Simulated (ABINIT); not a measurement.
An input for ABINIT 10.8.3 (RbCaH3 (Pm-3m)):

```
acell 3*1.0 Angstrom
rprim 
  4.547000000000 0.000000000000 0.000000000000
  0.000000000000 4.547000000000 0.000000000000
  0.000000000000 0.000000000000 4.547000000000
ntypat 3
znucl 37 20 1
natom 5
typat 1 2 3 3 3
xred 
  0.000000000000 0.000000000000 0.000000000000
  0.500000000000 0.500000000000 0.500000000000
  0.000000000000 0.500000000000 0.500000000000
  0.500000000000 0.000000000000 0.500000000000
  0.500000000000 0.500000000000 0.000000000000
pp_dirpath "pseudos"
pseudos "Rb.upf, Ca.upf, H.upf"
ecut 31
ngkpt 2 2 2
nshiftk 1
shiftk 0 0 0
kptopt 1
chksymbreak 0
istwfk *1
occopt 1
irdwfk 1
optdriver 4
nband 73
gwcalctyp 10
ecutsigx 31
symsigma 1
nkptgw 4
kptgw 
  0.0000000000 0.0000000000 0.0000000000
  0.5000000000 0.0000000000 0.0000000000
  0.5000000000 0.5000000000 0.0000000000
  0.5000000000 0.5000000000 0.5000000000
bdgw 
  9 35
  9 35
  9 35
  9 35
ecuteps 3.9
irdscr 1
ppmodel 1
indata_prefix "in"
outdata_prefix "out"
tmpdata_prefix "tmp"
```

```sh
OMP_NUM_THREADS=1 mpirun -n 4 abinit run.abi > log
```

Question: How long will it take on 4 MPI ranks of Arm Neoverse N1, shared host, and how much memory?

It took 65 s; on shared hardware allow 32 s to 2.2 min. Peak host memory was 1.4 GiB.

[Paths, hosts, dates, memory and timing lines, banners, echoed tables and standing remarks are left out of the program output.]

[Logs are printed without paths, hosts, clocks, repeated set-up lines and the standing remarks that a program may print on its own settings, such as how far it seeks lower states.]

[Runs of the session that timed out or met a known fault of the program may be left out.]

[Hosts, paths, dates, database ids (printed as entryN), source tags and the programs' standing remarks are cut or masked in the printed files.]

[G0W0 gaps are taken among the corrected bands and points alone; a level outside them can change the order at an edge.]

[Where Ansatz stands beside ABINIT at settings called matched, ABINIT's density can come from a denser mesh and the files from another edition; pairs whose starting gaps differed by over 0.03 eV were left out, so agreement reads better than it is.]
